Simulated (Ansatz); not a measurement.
# BaLi2Br4: complex band structure, part 3 of 3

A new crystal, BaLi2Br4: structure, gap and complex bands. It is built by putting Ba for Mg in the Li2MgBr4 structure of space group Cmmm, with the volume rescaled by atomic radii. The parent structure comes from the Materials Project.

Ansatz 0.2.0; r2SCAN DFT, plane waves, PAW files (the session's first sound run).

So far, gap on the k-mesh (eV): step 3 (the bulk crystal and its band edges) 4.61; step 4 (complex bands, plane (010), k-mesh 6×4×4) 4.61.

The structure was built from a prototype and need not be the compound's stable phase.

**6. Band edges at another level, cutoff 1170 eV**

This step: r2SCAN DFT, plane waves, JTH PAW files (Ansatz 0.2.0).

The edges again with JTH files, at the same atoms. Against that run the cutoff is 1170 eV against 500.

input.yaml reads:

```yaml
crystal:
  lattice:
    - [4.0657401307, -5.849027042, 0.0]
    - [4.0657401307, 5.849027042, 0.0]
    - [0.0, 0.0, 4.4946061014]
  atoms:
    - { symbol: Li, position: [0.0, 0.5, 0.5] }
    - { symbol: Li, position: [0.5, 0.0, 0.5] }
    - { symbol: Ba, position: [0.0, 0.0, 0.0] }
    - { symbol: Br, position: [0.2687889245, 0.2687889245, 0.5] }
    - { symbol: Br, position: [0.7312110755, 0.7312110755, 0.5] }
    - { symbol: Br, position: [0.7328433879, 0.2671566121, 0.0] }
    - { symbol: Br, position: [0.2671566121, 0.7328433879, 0.0] }
kpoints:
  mp_grid: { grid: [4, 4, 6] }
  band_path: { path: [VBM, CBM], npoints: 30 }
scf:
  occupations: { method: fixed }
hamiltonian:
  xc: r2scan
  pseudopotentials: { kind: paw, source: jth }
output:
  eigenvalues: true
```

The run is started by

```sh
$ ansatz run input.yaml --threads 2 --pin off --max-ram 4096MiB --backend cpu --events-out ev --progress --plain --runs-dir out
```

Numbers of over 12 decimals in the logs are rounded to 6 here.

Log:

```text
Warning: <dir> the checks of this Li dataset prove no rule for summing its radial tables, as where they were carried onto another mesh than they were made on, and Gregory's rule is taken, under which a leading mesh point left out moves its sums only by what lay on the interval it spanned. That does not make them correct, and they differ from Quantum ESPRESSO's on this file; a re-export a fraction of a mesh step off can move them. hamiltonian.pseudopotentials.radial_quadrature: simpson_from_first_knot sums it by `pw.x`'s rule; on a PAW file no value gives `pw.x`'s numbers. What more to know: hamiltonian.pseudopotentials.radial_quadrature, in the input reference
Warning: <dir> the checks of this Ba dataset prove no rule for summing its radial tables, as where they were carried onto another mesh than they were made on, and Gregory's rule is taken, under which a leading mesh point left out moves its sums only by what lay on the interval it spanned. That does not make them correct, and they differ from Quantum ESPRESSO's on this file; a re-export a fraction of a mesh step off can move them. hamiltonian.pseudopotentials.radial_quadrature: simpson_from_first_knot sums it by `pw.x`'s rule; on a PAW file no value gives `pw.x`'s numbers. What more to know: hamiltonian.pseudopotentials.radial_quadrature, in the input reference
Warning: <dir> the checks of this Br dataset prove no rule for summing its radial tables, as where they were carried onto another mesh than they were made on, and Gregory's rule is taken, under which a leading mesh point left out moves its sums only by what lay on the interval it spanned. That does not make them correct, and they differ from Quantum ESPRESSO's on this file; a re-export a fraction of a mesh step off can move them. hamiltonian.pseudopotentials.radial_quadrature: simpson_from_first_knot sums it by `pw.x`'s rule; on a PAW file no value gives `pw.x`'s numbers. What more to know: hamiltonian.pseudopotentials.radial_quadrature, in the input reference
[...]
Crystal: 7 atoms, lattice volume = 213.769 Å³
Basis set: ecut = 1170 eV, 19427 PW (Γ), exchange–correlation on 400×400×256 points (64 copies of the dense FFT grid, shifted against one another)
Bands: 29, of which v1, the nominal top of the filled ones, is band 22 counted from 1 (21 counted from 0)
Symmetry: 8 space group operations
[...]
k-points: 28 of 96
[...]
SCF iter   1: F=—  HF=-17535.728127 eV  |F-HF|=—  |Δ(HF+E_count)|=         —  Δρ=3.65e-2  dr2=8.60e0  dr2_τ=1.13e-1  ethr=3.10e-3  ⟨swp⟩=5.2  Hψ=3936  notcnv=0  defer=104
[...]
SCF iter   8: F=-17534.117731 eV  HF=-17534.117731 eV  |F-HF|=1.40e-8  |Δ(HF+E_count)|=   1.57e-7  Δρ=2.91e-6  dr2=3.30e-8  dr2_τ=4.10e-9  ethr=2.27e-10  ⟨swp⟩=16.6  Hψ=5167  notcnv=0
SCF 1 converged in 8 iterations: F = -17534.117731 eV  dr2 = 3.30e-8
[...]
SCF converged after 8 iterations
Free energy (F): -17534.117731 eV
[...]
Internal energy: -17534.117731 eV  (E = F + TS)
E sigma→0 (E₀):  -17534.117731 eV
Fermi energy:    1.610642 eV
[...]
--- Band table (eV; the first three rows and the last of 28) ---
  k-point 0: bands = [... 18 lower, 1.0695, 1.3233, 1.4333, 1.6106, 6.1882, 6.6831, 7.2108, 8.1550, ... 3 higher]
  k-point 1: bands = [... 18 lower, 1.1092, 1.1673, 1.3429, 1.5376, 6.7011, 7.0823, 7.3640, 8.2556, ... 3 higher]
  k-point 2: bands = [... 18 lower, 0.9507, 1.1302, 1.2589, 1.3554, 7.3413, 7.7680, 8.0351, 8.0874, ... 3 higher]
  k-point 27: bands = [... 18 lower, 1.1420, 1.1431, 1.1769, 1.2668, 6.7863, 6.9669, 7.6811, 7.8482, ... 3 higher]
```

Elapsed: 38 s, on 2 threads of AMD EPYC 9R45, shared host; peak memory 3.3 GiB; 74 s of CPU time.

Numbers from this step:

```yaml
free_energy: -17534.1177 eV
fermi_energy: 1.611 eV
gap_on_the_k_mesh: 4.578 eV
gap_on_path: 4.578 eV, by band count; negative where bands overlap
direct_gap_on_path: 4.578 eV
```

Levels at VBM (eV): -2.40, -2.00, -1.79, -1.14, -1.03, -0.86, -0.72, -0.60, -0.54, -0.29, -0.18, 0.00, 4.58, 5.07, 5.60, 6.54, 6.78, 6.83, 7.52.

The searched edges give 4.58 eV, as on the mesh.

**7. Complex bands at another level**

This step: r2SCAN DFT, plane waves, JTH PAW files; complex bands by layer matching along the plane's normal (Ansatz 0.2.0).

The complex bands at that level, over its own gap, at (0, 0) and (0.5, 0).

input.yaml reads:

```yaml
crystal:
  lattice:
    - [4.494606101, 0.0, 0.0]
    - [0.0, 8.131480261, 0.0]
    - [0.0, 4.065740131, 5.849027042]
  atoms:
    - { symbol: Li, position: [0.5, 0.0, 0.5] }
    - { symbol: Li, position: [0.5, 0.5, 0.5] }
    - { symbol: Ba, position: [0.0, 0.0, 0.0] }
    - { symbol: Br, position: [0.5, 0.2687889245, 0.0] }
    - { symbol: Br, position: [0.5, 0.7312110755, 0.0] }
    - { symbol: Br, position: [0.0, 0.7328433879, 0.5343132242] }
    - { symbol: Br, position: [0.0, 0.2671566121, 0.4656867758] }
kpoints:
  mp_grid: { grid: [6, 4, 4] }
scf:
  occupations: { method: fixed }
hamiltonian:
  xc: r2scan
  pseudopotentials: { kind: paw, source: jth }
output:
  eigenvalues: true
  transmission:
    leads: [[0, 0]]
    kpoints: [[0.0, 0.0], [0.5, 0.0]]
    e_range: [-1.0, 5.58]
    de: 0.11
```

Log:

```text
Warning: <dir> the checks of this Li dataset prove no rule for summing its radial tables, as where they were carried onto another mesh than they were made on, and Gregory's rule is taken, under which a leading mesh point left out moves its sums only by what lay on the interval it spanned. That does not make them correct, and they differ from Quantum ESPRESSO's on this file; a re-export a fraction of a mesh step off can move them. hamiltonian.pseudopotentials.radial_quadrature: simpson_from_first_knot sums it by `pw.x`'s rule; on a PAW file no value gives `pw.x`'s numbers. What more to know: hamiltonian.pseudopotentials.radial_quadrature, in the input reference
Warning: <dir> the checks of this Ba dataset prove no rule for summing its radial tables, as where they were carried onto another mesh than they were made on, and Gregory's rule is taken, under which a leading mesh point left out moves its sums only by what lay on the interval it spanned. That does not make them correct, and they differ from Quantum ESPRESSO's on this file; a re-export a fraction of a mesh step off can move them. hamiltonian.pseudopotentials.radial_quadrature: simpson_from_first_knot sums it by `pw.x`'s rule; on a PAW file no value gives `pw.x`'s numbers. What more to know: hamiltonian.pseudopotentials.radial_quadrature, in the input reference
Warning: <dir> the checks of this Br dataset prove no rule for summing its radial tables, as where they were carried onto another mesh than they were made on, and Gregory's rule is taken, under which a leading mesh point left out moves its sums only by what lay on the interval it spanned. That does not make them correct, and they differ from Quantum ESPRESSO's on this file; a re-export a fraction of a mesh step off can move them. hamiltonian.pseudopotentials.radial_quadrature: simpson_from_first_knot sums it by `pw.x`'s rule; on a PAW file no value gives `pw.x`'s numbers. What more to know: hamiltonian.pseudopotentials.radial_quadrature, in the input reference
Engine: ansatz 0.2.0, x86_64-unknown-linux-gnu
Pseudopotentials: kind: paw
Pseudopotential: Li, paw, valence charge 3, recommended cutoff 1170 eV (normal), Li.paw.azcp
Pseudopotential: Ba, paw, valence charge 10, recommended cutoff 660 eV (normal), Ba.paw.azcp
Pseudopotential: Br, paw, valence charge 7, recommended cutoff 300 eV (normal), Br.paw.azcp
Functional definition: r2SCAN
  parameter k0 = 0.174
  parameter k1 = 0.065
  parameter a1 = 4.9479
  exchange = r2scan_x(k0 = k0, k1 = k1, a1 = a1)
  correlation = r2scan_c
Error: memory limit exceeded: the `transmission` phase of `transmission` needs 10.65 GiB against the run's memory maximum of 4.00 GiB; largest carriers: transmission 8.30 GiB, source scf tables 2.04 GiB, unmodelled-tail allowance 0.30 GiB, source scf state 0.01 GiB; this run sums exchange and correlation above basis.xc_grid: 1 (its plan line states the level, which a resume's fixed deck keeps): xc box scratch, where  [...]
with nothing else changed it takes a maximum of at least 10.66 GiB, with nothing to spare, and 11.72 GiB leaves up to a tenth: --max-ram 11.72GiB where that set the maximum, else more of the term that did, and with no share typed, where 11.72 GiB is over 0.88 of the host's memory or its container's limit, a share of 0.88 or more that holds the maximum too (--max-ram-frac F), where one does; The budget is ten eleventh [...]
`transmission` follows the SCF: where the deck gives it k-points, a mesh or a band count of its own, those are what to reduce (not on a resume, whose deck is fixed)
```

Wall time 0.33 s (2 threads); peak memory 0.33 GiB.

The program refused the input before any cycle.

The program's message: “Error: memory limit exceeded: the `transmission` phase of `transmission` needs 10.65 GiB against the run's memory maximum of 4.00 GiB; largest carriers: transmission 8.30 GiB, source scf tables 2.04 G …”

**8. Outcome**

```
band gap                                         : 4.61 eV
least decay constant at mid-gap, normal to (010) : 0.360 Å⁻¹
least decay constant on a mesh, normal to (010)  : 0.359 Å⁻¹
```

In words: With r2SCAN, the slowest decay at the wavevectors tried is κ = 0.360 Å⁻¹, normal to (010). Through such a film the transmission near mid-gap falls as exp(−2κd), a factor of ten every 3.2 Å. A free electron under a barrier of half the gap would need a mass of 0.21 mₑ to decay at this rate. The compound is made up by substitution; its stability against other phases and against distortions of the cell's symmetry was not tested. r2SCAN still narrows gaps, if less than LDA and GGA do, so real decay constants are likely larger.

[Logs are printed without paths, hosts, clocks, repeated set-up lines and the standing remarks that a program may print on its own settings, such as how far it seeks lower states.]

[Hosts, paths, dates, database ids (printed as entryN), source tags and the programs' standing remarks are cut or masked in the printed files.]
